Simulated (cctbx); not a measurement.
**A disordered crystal of nominal Si2Pt3Rh3Pb**

Cell a = 6.5730 Å, b = 6.5730 Å, c = 3.6950 Å, α = 90.00°, β = 90.00°, γ = 120.00°; space group P-62m (no. 189); nominal formula Si2Pt3Rh3Pb.

Simulated single-crystal data (cctbx): Mo Kα, λ = 0.71073 Å, to d = 0.77 Å, 80 % of the full sphere, strongest reflection 20000 counts, noise from counting, a 6 % proportional error and a noise floor of 8 counts (s.d.); no absorption.

With every site full:

```text
Rint 0.048, 143 unique reflections to 0.77 A
cycle     R1     wR2    GooF  max shift (A)
   1  0.1304  0.2860  10.617   0.00027
   2  0.0104  0.0251   0.933   0.00001
final R1 0.0104 wR2 0.0251 GooF 0.933  parameters 12  data/parameter 11.9
atom        x        y        z      Ueq    occ   su(xyz)  su(Uiso or U11)
Pb1    0.00000  0.00000  0.50000   0.0029  1.000  0.00000  0.0002
Pt1    0.00000  0.57424  0.50000   0.0034  1.000  0.00007  0.0002
Rh1    0.00000  0.23999  0.00000   0.0046  1.000  0.00017  0.0004
Si1    0.66667  0.33333  0.00000   0.0076  1.000  0.00000  0.0015
difference map: max 1.29 min -1.16 rms 0.26
Q1    0.0000  0.5801  0.0000    3    1.29  1.85 A from Pt1
Q2    0.0000  0.2386  0.5000    3    1.17  1.57 A from Pb1
Q3    0.3333  0.6667  0.2553    4    0.86  0.94 A from Si1
Q4    0.0000  0.3273  0.2271    6    0.85  1.02 A from Rh1
Q5    0.0000  0.7117  0.2588    6    0.77  1.27 A from Pt1
Q6    0.1060  0.7539  0.0000    6    0.75  1.40 A from Rh1
```

With the occupancies of the suspect sites free, each still typed as its main element:

```text
Rint 0.048, 143 unique reflections to 0.77 A
cycle     R1     wR2    GooF  max shift (A)
   1  0.0691  0.1515   5.647   0.00005
   2  0.0104  0.0250   0.934   0.00005
final R1 0.0104 wR2 0.0250 GooF 0.932  parameters 13  data/parameter 11.0
atom        x        y        z      Ueq    occ   su(xyz)  su(Uiso or U11)
Pb1    0.00000  0.00000  0.50000   0.0029  1.000  0.00000  0.0002
Pt1    0.00000  0.57424  0.50000   0.0034  1.000  0.00007  0.0002
Rh1    0.00000  0.24000  0.00000   0.0046  1.000  0.00017  0.0004
Si1    0.66667  0.33333  0.00000   0.0070  0.990  0.00000  0.0021
su of occupancy Si1: 0.028
difference map: max 1.29 min -1.16 rms 0.26
Q1    0.0000  0.5802  0.0000    3    1.30  1.85 A from Pt1
Q2    0.0000  0.2387  0.5000    3    1.17  1.57 A from Pb1
Q3    0.3333  0.6667  0.2540    4    0.86  0.94 A from Si1
Q4    0.0000  0.3271  0.2263    6    0.85  1.01 A from Rh1
Q5    0.0000  0.7118  0.2583    6    0.77  1.27 A from Pt1
Q6    0.1077  0.7540  0.0000    6    0.76  1.40 A from Rh1
```

**Question.** What is the disorder?

X-rays count electrons. Si1 refines to 0.990(0.028), or 13.9 electrons; the site truly holds 0.97 Si, 13.6 electrons, which is 0.970 of Si. All are within 3 s.u. of full, so these data don't show the disorder. Occupancy correlates with U and the scale, so the match is approximate.

Freeing them takes R1 from 0.0104 to 0.0104 and GooF from 0.93 to 0.93.

The model was made for the exercise: a known structure type with other elements put in, its volume estimated, not relaxed; displacement parameters are assumed.

[Middle refinement cycles are left out of these outputs.]

[Logs are printed without paths, hosts, clocks, repeated set-up lines and the standing remarks that a program may print on its own settings, such as how far it seeks lower states.]
